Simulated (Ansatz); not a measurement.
# B on Pd(111): change of the work function, part 2 of 2

Wanted: Δφ(θ) for B/Pd(111), starting from the hcp site.

Ansatz 0.2.0; plane-wave DFT, PBEsol, Ansatz PAW (the session's first sound run).

So far, work function, upper face (eV): step 2 (the clean slab) 5.37; step 3 (17 atoms, coverage 0.25 ML, cell 2x2) 5.46.

## (4) Adsorbate added, k-mesh 6×6×1, coverage 0.5 ML

System of this step: BPd8 (B/Pd(111)). The cell holds 18 atoms: 16 Pd and 2 B. Cell: a = 5.501 Å, b = 5.501 Å, c = 26.256 Å, α = 90.0°, β = 90.0°, γ = 60.0°. Vacuum lies along c.

Another coverage, to see how the dipoles act on each other as their distance changes.

Input file input.yaml:

```yaml
crystal:
  lattice:
    - [5.5012907577, 0.0, 0.0]
    - [2.7506453788, 4.7642575497, 0.0]
    - [0.0, 0.0, 26.2563219682]
  atoms:
    - { symbol: Pd, position: [0.0, 0.0, 0.3427745901] }
    - { symbol: Pd, position: [0.1666666667, 0.1666666667, 0.4283118009] }
    - { symbol: Pd, position: [0.3333333333, 0.3333333333, 0.5126551137] }
    - { symbol: Pd, position: [0.0, 0.0, 0.597600542] }
    - { symbol: Pd, position: [0.0, 0.5, 0.3427745901] }
    - { symbol: Pd, position: [0.1666666667, 0.6666666667, 0.4283118009] }
    - { symbol: Pd, position: [0.3333333333, 0.8333333333, 0.5126551137] }
    - { symbol: Pd, position: [0.0, 0.5, 0.597600542] }
    - { symbol: Pd, position: [0.5, 0.0, 0.3427745901] }
    - { symbol: Pd, position: [0.6666666667, 0.1666666667, 0.4283118009] }
    - { symbol: Pd, position: [0.8333333333, 0.3333333333, 0.5126551137] }
    - { symbol: Pd, position: [0.5, 0.0, 0.597600542] }
    - { symbol: Pd, position: [0.5, 0.5, 0.3427745901] }
    - { symbol: Pd, position: [0.6666666667, 0.6666666667, 0.4283118009] }
    - { symbol: Pd, position: [0.8333333333, 0.8333333333, 0.5126551137] }
    - { symbol: Pd, position: [0.5, 0.5, 0.597600542] }
    - { symbol: B, position: [0.3333333333, 0.3333333333, 0.6572254099] }
    - { symbol: B, position: [0.8333333333, 0.3333333333, 0.6572254099] }
kpoints:
  mp_grid: { grid: [6, 6, 1] }
hamiltonian:
  xc: pbesol
scf:
  occupations: { method: fermi_dirac, width: 0.1 }
  convergence: { dr2_threshold: 1.0e-08 }
efield:
  axis: 3
  dipole_correction: true
  ramp_position: 0.97
  ramp_width: 0.06
relax:
  f_tol: 0.02
  max_steps: 60
  constraints: [{ sites: [0, 1, 4, 5, 8, 9, 12, 13] }]
output:
  bader: true
  dos: { projected: true, e_range: [-8, 4] }
  write_potential: true
  write_density: true
  volumetric_format: npy
```

Launch:

```sh
$ ansatz run input.yaml --threads 8 --pin off --max-ram 12288MiB --backend cpu --events-out ev --progress --plain --runs-dir out
```

Elapsed: 2.9 min, on 8 threads of Intel Xeon Platinum 8559C (Emerald Rapids), shared host; peak memory 5.2 GiB.

Step by step:

```
step  energy less that of the first step (eV)  largest force component (eV/Å)
   1                                   0.0000                          2.9843
   2                                  -1.2760                          1.9057
   3                                  -1.6030                          1.2899
   4                                  -1.6943                          0.1654
   5                                  -1.6972                          0.0271
   6                                  -1.6974                          0.0031
```

Forces are held to the 4 operations that the run works with; a distortion that breaks them can't arise in this run.

The atoms that moved most (Å):

```
atom     dx      dy      dz  length
 B18  0.000  -0.072  -0.362   0.369
 B17  0.000  -0.072  -0.362   0.369
 Pd8  0.000   0.040   0.102   0.109
Pd16  0.000   0.040   0.102   0.109
 Pd4  0.000  -0.024   0.085   0.088
Pd12  0.000  -0.024   0.085   0.088
 Pd7  0.000   0.007   0.033   0.034
Pd15  0.000   0.007   0.033   0.034
```

The relaxed structure:

```xyz
18
Lattice="5.5013 0.0000 0.0000 2.7506 4.7643 0.0000 0.0000 0.0000 26.2563" Properties=species:S:1:pos:R:3
Pd    0.0000    0.0000    9.0000
Pd    1.3753    0.7940   11.2459
Pd    2.7506    1.5978   13.4668
Pd    0.0000   -0.0239   15.7756
Pd    1.3753    2.3821    9.0000
Pd    2.7506    3.1762   11.2459
Pd    4.1260    3.9775   13.4932
Pd    1.3753    2.4224   15.7923
Pd    2.7506    0.0000    9.0000
Pd    4.1260    0.7940   11.2459
Pd    5.5013    1.5978   13.4668
Pd    2.7506   -0.0239   15.7756
Pd    4.1260    2.3821    9.0000
Pd    5.5013    3.1762   11.2459
Pd    6.8766    3.9775   13.4932
Pd    4.1260    2.4224   15.7923
B     2.7506    1.5165   16.8939
B     5.5013    1.5165   16.8939
```

This step gave:

- energy at zero smearing: -110805.6040 eV
- work function, upper face: 5.068 eV
- work function, lower face: 5.356 eV
- dipole along the normal: 0.04171 e·Å
- step between the vacuum levels: -0.2879 eV

The density of states has structure finer than the step of the table below, so its rows give means over 0.25 eV, whole bins alone (the curve runs from -8 to 1.98 eV). Peaks (eV: height): -3.850: 49.7, -2.920: 44.5, -2.440: 42.2, -2.290: 52.3, -1.260: 45.8, -0.390: 42.3, -0.300: 43.4.

Table of density of states by energy, zero at the Fermi level; means over each step:

```
energy (eV)  density of states (states/eV a cell)
      -7.75                                  1.63
      -7.50                                     0
      -7.25                                     0
      -7.00                                     0
      -6.75                                0.0980
      -6.50                                  1.07
      -6.25                                  1.40
      -6.00                                  5.81
      -5.75                                  8.76
      -5.50                                  7.56
      -5.25                                  10.4
      -5.00                                  21.6
      -4.75                                  28.0
      -4.50                                  32.8
      -4.25                                  32.3
      -4.00                                  26.6
      -3.75                                  25.3
      -3.50                                  28.5
      -3.25                                  20.6
      -3.00                                  36.9
      -2.75                                  37.3
      -2.50                                  34.8
      -2.25                                  35.8
      -2.00                                  31.9
      -1.75                                  25.3
      -1.50                                  28.4
      -1.25                                  36.0
      -1.00                                  26.9
      -0.75                                  25.6
      -0.50                                  31.2
      -0.25                                  36.2
       0.00                                  26.9
       0.25                                  8.73
       0.50                                  5.77
       0.75                                  5.29
       1.00                                  7.31
       1.25                                  5.27
       1.50                                  8.09
       1.75                                  4.63
```

Projected DOS per atom over height of the atomic layer and energy from the Fermi level. Layers: Pd4 Pd4 Pd4 Pd4 B2 from below.

Values in states/eV, 22 rows by 5 columns, each cell a mean:
```
0.03 0.03 0.06 0.14 0.81
0.07 0.05 0.08 0.18 0.95
0.10 0.12 0.16 0.16 0.60
0.24 0.18 0.25 0.20 0.62
2.20 2.36 1.72 0.33 0.37
2.29 2.13 1.81 0.66 0.39
2.11 1.53 1.64 1.05 0.31
2.43 1.42 2.24 1.32 0.37
2.14 1.25 1.54 1.50 0.37
2.67 2.03 1.98 1.56 0.36
2.14 2.42 2.34 2.14 0.37
1.15 1.36 1.56 1.66 0.26
1.65 1.53 1.51 1.96 0.35
1.40 2.10 1.27 2.07 0.54
0.89 2.30 2.09 1.82 0.43
0.23 0.84 1.20 1.56 0.48
0.03 0.09 0.22 1.18 0.51
0.01 0.02 0.08 0.86 0.50
0.00 0.00 0.01 0.03 0.02
0.00 0.00 0.00 0.00 0.00
0.00 0.00 0.00 0.00 0.00
0.00 0.00 0.00 0.26 0.42
```
Columns: height of the atomic layer (Å) from 9 to 16.9 (not evenly spaced); rows upwards: energy from the Fermi level (eV) from -7.96 to 1.95.

The relaxation took 6 steps and lowered the energy by 1.7 eV; the largest force on the free atoms ends at 0.0031 eV/Å.

The covered face has 5.07 eV, -0.30 eV against the clean one; the bare back face has moved by -0.02 eV, a measure of how thin the slab is.

## (5) The covered slab, k-mesh 12×12×1, coverage 1 ML

System of this step: BPd4 (B/Pd(111)). The cell holds 5 atoms: 4 Pd and 1 B. Cell: a = 2.751 Å, b = 2.751 Å, c = 26.256 Å, α = 90.0°, β = 90.0°, γ = 60.0°. Vacuum lies along c.

input.yaml, the sections that differ from step 4:

```yaml
crystal:
  lattice:
    - [2.7506453788, 0.0, 0.0]
    - [1.3753226894, 2.3821287749, 0.0]
    - [0.0, 0.0, 26.2563219682]
  atoms:
    - { symbol: Pd, position: [0.0, 0.0, 0.3427745901] }
    - { symbol: Pd, position: [0.3333333333, 0.3333333333, 0.4283118009] }
    - { symbol: Pd, position: [0.6666666667, 0.6666666667, 0.5126551137] }
    - { symbol: Pd, position: [0.0, 0.0, 0.597600542] }
    - { symbol: B, position: [0.6666666667, 0.6666666667, 0.6572254099] }
kpoints:
  mp_grid: { grid: [12, 12, 1] }
relax:
  f_tol: 0.02
  max_steps: 60
  constraints: [{ sites: [0, 1] }]
output:
  bader: true
  write_potential: true
  write_density: true
  volumetric_format: npy
# hamiltonian, scf, efield: as in step 4
```

It took 15 s on 8 threads; peak memory 0.73 GiB; 96 s of CPU time.

Relaxation path:

```
step  energy less that of the first step (eV)  largest force component (eV/Å)
   1                                   0.0000                          1.9986
   2                                  -0.1687                          1.0286
   3                                  -0.2712                          0.0989
   4                                  -0.2732                          0.0242
   5                                  -0.2733                          0.0078
```

Forces are held to the 6 operations that the run works with; a distortion that breaks them can't arise in this run.

The atoms that moved most (Å):

```
atom     dx     dy      dz  length
  B5  0.000  0.000  -0.178   0.178
 Pd4  0.000  0.000   0.130   0.130
 Pd3  0.000  0.000   0.020   0.020
```

Final coordinates:

```cif
data_structure
_symmetry_space_group_name_H-M 'P 1'
_symmetry_Int_Tables_number 1
_cell_length_a 2.7506
_cell_length_b 2.7506
_cell_length_c 26.2563
_cell_angle_alpha 90.000
_cell_angle_beta 90.000
_cell_angle_gamma 60.000
_cell_volume 172.04
loop_
_atom_site_label
_atom_site_type_symbol
_atom_site_fract_x
_atom_site_fract_y
_atom_site_fract_z
_atom_site_occupancy
Pd1 Pd 0.00000 0.00000 0.34277 1
Pd2 Pd 0.33333 0.33333 0.42831 1
Pd3 Pd 0.66667 0.66667 0.51341 1
Pd4 Pd 0.00000 0.00000 0.60256 1
B5 B 0.66667 0.66667 0.65045 1
```

The relaxation took 5 steps and lowered the energy by 0.27 eV; the largest force on the free atoms ends at 0.0078 eV/Å.

The covered face has 4.71 eV, -0.66 eV against the clean one; the bare back face has moved by +0.01 eV, a measure of how thin the slab is.

## (6) Work function against coverage

This step: plane-wave DFT, PBEsol, Ansatz PAW; work function against coverage (Ansatz 0.2.0).

The runs are now put side by side.

This step gave:

```yaml
work_function_of_the_clean_face: 5.366 eV
largest_change_of_the_work_function: -0.6561 eV
```

Table of work function of the covered face by coverage:

```
coverage (adsorbates/nm²)  work function of the covered face (eV)
                     0.00                                    5.37
                     3.82                                    5.46
                     7.63                                    5.07
                    15.26                                    4.71
```

The dipole per adsorbate comes from the change of the cell's dipole. Coverage, by row:

```
coverage (1/nm²)  coverage (ML)  work function (eV)  change (eV)  dipole per adsorbate, positive end outwards (debye)  mean height of the added atoms over the highest substrate atom (Å)
           3.815           0.25               5.461       0.0943                                               -0.074                                                               1.031
           7.631            0.5               5.068       -0.298                                                0.098                                                               1.102
           15.26              1                4.71      -0.6561                                                0.116                                                               1.257
```

## (7) The 0.25 ML cell at another level of theory, cutoff 1110 eV, functional PBE

This step: plane-wave DFT, PBE, JTH PAW (Ansatz 0.2.0).

System of this step: BPd16 (B/Pd(111)). The cell holds 17 atoms: 16 Pd and 1 B. Cell: a = 5.501 Å, b = 5.501 Å, c = 26.256 Å, α = 90.0°, β = 90.0°, γ = 60.0°. Vacuum lies along c.

The geometry is kept and the functional is PBE; other changes against the main runs: JTH PAW files and cutoff 420 → 1110.

Input file input.yaml:

```yaml
crystal:
  lattice:
    - [5.5012907577, 0.0, 0.0]
    - [2.7506453788, 4.7642575498, 0.0]
    - [0.0, 0.0, 26.2563219682]
  atoms:
    - { symbol: Pd, position: [0.0, 0.0, 0.3427745901] }
    - { symbol: Pd, position: [0.1666666667, 0.1666666667, 0.4283118009] }
    - { symbol: Pd, position: [0.3333333333, 0.3333333333, 0.5130245234] }
    - { symbol: Pd, position: [0.0, 0.0, 0.5978272865] }
    - { symbol: Pd, position: [0.0, 0.5, 0.3427745901] }
    - { symbol: Pd, position: [0.1666666667, 0.6666666667, 0.4283118009] }
    - { symbol: Pd, position: [0.3332294947, 0.8333852526, 0.5133571353] }
    - { symbol: Pd, position: [-0.0094703703, 0.5047351852, 0.6000969751] }
    - { symbol: Pd, position: [0.5, 0.0, 0.3427745901] }
    - { symbol: Pd, position: [0.6666666667, 0.1666666667, 0.4283118009] }
    - { symbol: Pd, position: [0.8333852526, 0.3332294947, 0.5133571353] }
    - { symbol: Pd, position: [0.5047351852, -0.0094703703, 0.6000969751] }
    - { symbol: Pd, position: [0.5, 0.5, 0.3427745901] }
    - { symbol: Pd, position: [0.6666666667, 0.6666666667, 0.4283118009] }
    - { symbol: Pd, position: [0.8333852526, 0.8333852526, 0.5133571353] }
    - { symbol: Pd, position: [0.5047351852, 0.5047351852, 0.6000969751] }
    - { symbol: B, position: [0.3333333333, 0.3333333333, 0.6393687462] }
kpoints:
  mp_grid: { grid: [6, 6, 1] }
hamiltonian:
  xc: pbe
  pseudopotentials: { kind: paw, source: jth }
scf:
  occupations: { method: fermi_dirac, width: 0.1 }
  convergence: { dr2_threshold: 1.0e-08 }
efield:
  axis: 3
  dipole_correction: true
  ramp_position: 0.97
  ramp_width: 0.06
output:
  write_potential: true
  write_density: true
  volumetric_format: npy
```

Wall time 1.8 min (8 threads); peak memory 9.8 GiB.

Numbers from this step:

```yaml
energy_at_zero_smearing: -111615.1623 eV
work_function_upper_face: 5.361 eV
work_function_lower_face: 5.223 eV
dipole_along_the_normal: -0.01993 e·Å
step_between_the_vacuum_levels: 0.1376 eV
```

The work function comes to 5.36 eV, -0.10 eV from the first level.

## (8) The 0.25 ML cell at another level of theory, cutoff 420 eV, functional LDA

This step: plane-wave DFT, LDA, Ansatz PAW (Ansatz 0.2.0).

The geometry is kept and the functional is LDA.

Edit input.yaml of step 7 so:

```diff
@@ -26,4 +26,3 @@
 hamiltonian:
-  xc: pbe
-  pseudopotentials: { kind: paw, source: jth }
+  xc: lda
 scf:
```

It took 17 s on 8 threads; peak memory 3.5 GiB.

Numbers from this step:

* energy at zero smearing: -109657.0269 eV
* work function, upper face: 5.683 eV
* work function, lower face: 5.645 eV
* dipole along the normal: -0.005447 e·Å
* step between the vacuum levels: 0.03762 eV

The work function comes to 5.68 eV, +0.22 eV from the first level.

## (9) The 0.25 ML cell at another level of theory, cutoff 420 eV, functional PBE

This step: plane-wave DFT, PBE, Ansatz PAW (Ansatz 0.2.0).

The geometry is kept and the functional is PBE.

Edit input.yaml of step 8 so:

```diff
@@ -26,3 +26,3 @@
 hamiltonian:
-  xc: lda
+  xc: pbe
 scf:
```

The job ended after 21 s (8 threads; peak memory 3.6 GiB; 2 min of CPU time).

The work function comes to 5.37 eV, -0.10 eV from the first level.

## (10) The 0.25 ML cell at another level of theory, cutoff 500 eV, functional r2SCAN

This step: plane-wave DFT, r2SCAN, Ansatz PAW (Ansatz 0.2.0).

The geometry is kept and the functional is r2SCAN; other changes against the main runs: cutoff 420 → 500.

Edit input.yaml of step 9 so:

```diff
@@ -26,3 +26,3 @@
 hamiltonian:
-  xc: pbe
+  xc: r2scan
 scf:
```

Wall time 47 s (8 threads); peak memory 5.4 GiB.

The work function comes to 5.42 eV, -0.05 eV from the first level.

## (11) Side by side

Times are for 8 threads of Intel Xeon Platinum 8559C (Emerald Rapids), shared host. The series side by side:

```
no.  functional  work function, upper face (eV)  dipole along the normal (e·Å)     time  memory (GiB)
  1         pbe                           5.361                       -0.01993  1.8 min           9.8
  2         lda                           5.683                      -0.005447     17 s           3.5
  3         pbe                           5.365                       -0.02008     21 s           3.6
  4      r2scan                           5.415                       -0.02721     47 s           5.4
```

## (12) Varying the input

This step: plane-wave DFT, PBEsol, Ansatz PAW (Ansatz 0.2.0).

System of this step: BPd4 (B/Pd(111)). The cell holds 5 atoms: 4 Pd and 1 B. Its edges and angles: a = 2.751 Å, b = 2.751 Å, c = 26.256 Å, α = 90.0°, β = 90.0°, γ = 60.0°. Vacuum lies along c.

An input spoilt on purpose, to show how the run answers: it repeats the earlier run at 1 ML with scf.max_iter to 1.

Input file input.yaml:

```yaml
crystal:
  lattice:
    - [2.7506453788, 0.0, 0.0]
    - [1.3753226894, 2.3821287749, 0.0]
    - [0.0, 0.0, 26.2563219682]
  atoms:
    - { symbol: Pd, position: [0.0, 0.0, 0.3427745901] }
    - { symbol: Pd, position: [0.3333333333, 0.3333333333, 0.4283118009] }
    - { symbol: Pd, position: [0.6666666667, 0.6666666667, 0.5126551137] }
    - { symbol: Pd, position: [0.0, 0.0, 0.597600542] }
    - { symbol: B, position: [0.6666666667, 0.6666666667, 0.6572254099] }
kpoints:
  mp_grid: { grid: [12, 12, 1] }
hamiltonian:
  xc: pbesol
scf:
  occupations: { method: fermi_dirac, width: 0.1 }
  convergence: { dr2_threshold: 1.0e-08 }
  max_iter: 1
efield:
  axis: 3
  dipole_correction: true
  ramp_position: 0.97
  ramp_width: 0.06
relax:
  f_tol: 0.02
  max_steps: 60
  constraints: [{ sites: [0, 1] }]
output:
  bader: true
  write_potential: true
  write_density: true
  volumetric_format: npy
```

Elapsed: 0.75 s, on 8 threads; peak memory 0.64 GiB.

The run stopped without converging, so none of its numbers is a property of the system.

The program's message: “Error: did not converge after 1 iterations: dr2 = 1.97e0 (threshold 1.00e-8), under the density mixer `msr1`, which `scf.mixing.algorithm: auto` chose by the deck's other keys (type `scf.mixing.algori …”

The fault put into the input: too few SCF iterations.

## (13) A changed input

System of this step: Pd(111). The cell holds 4 atoms: 4 Pd. Its edges and angles: a = 2.751 Å, b = 2.751 Å, c = 24.738 Å, α = 90.0°, β = 90.0°, γ = 60.0°. Vacuum lies along c.

An input spoilt on purpose, to show how the run answers: it repeats the earlier run at 0 ML with efield.amplitude to 0 and efield.dipole_correction from true to false, and scf.max_iter set to 75.

Input file input.yaml:

```yaml
crystal:
  lattice:
    - [2.7506453788, 0.0, 0.0]
    - [1.3753226894, 2.3821287749, 0.0]
    - [0.0, 0.0, 24.7376776414]
  atoms:
    - { symbol: Pd, position: [0.0, 0.0, 0.3638174986] }
    - { symbol: Pd, position: [0.3333333333, 0.3333333333, 0.4546058329] }
    - { symbol: Pd, position: [0.6666666667, 0.6666666667, 0.5453941671] }
    - { symbol: Pd, position: [0.0, 0.0, 0.6361825014] }
kpoints:
  mp_grid: { grid: [12, 12, 1] }
hamiltonian:
  xc: pbesol
scf:
  occupations: { method: fermi_dirac, width: 0.1 }
  convergence: { dr2_threshold: 1.0e-08 }
  max_iter: 75
efield:
  axis: 3
  dipole_correction: false
  ramp_position: 0.97
  ramp_width: 0.06
  amplitude: 0
relax:
  f_tol: 0.02
  max_steps: 60
  constraints: [{ sites: [0, 1] }]
output:
  write_potential: true
  write_density: true
  volumetric_format: npy
```

Wall time 0.02 s (8 threads); peak memory 0.043 GiB.

The program refused the input before any cycle.

The program's message: “Error: invalid value for `efield.amplitude`: is zero with dipole_correction: false — the section would apply nothing; set a non-zero amplitude, enable dipole_correction, or remove the block”

The fault put into the input: a field block that applies nothing.

## (14) What came out

| Property | Result |
| --- | --- |
| work function of the clean face | 5.37 eV |
| work function at 0.25 ML | 5.46 eV |
| work function at 0.5 ML | 5.07 eV |
| work function at 1 ML | 4.71 eV |
| dipole per adsorbate at 0.25 ML, positive end outwards | -0.07 D |

**Reading.** At the lowest coverage B changes the work function of Pd(111) by under 0.15 eV, within the error of so thin a slab; the largest change, -0.66 eV, comes at higher coverage. The slab has 4 layers, at the tabulated experimental lattice constant, one starting site was run, and quantum-size effects of a slab this thin can reach one or two tenths of an eV.

[Logs are printed without paths, hosts, clocks, repeated set-up lines and the standing remarks that a program may print on its own settings, such as how far it seeks lower states.]

[Hosts, paths, dates, database ids (printed as entryN), source tags and the programs' standing remarks are cut or masked in the printed files.]

[Maps of the electrostatic potential energy from Ansatz leave out the sawtooth potential of an applied field or a dipole correction, so their vacuum need not be flat; planar profiles and work functions include it.]

[The density of states shown here was stored with 400 of the rows of the run's finer table, so its peaks can read low, often by over a quarter, or be missed, and its means over a window can be off by a tenth or more.]
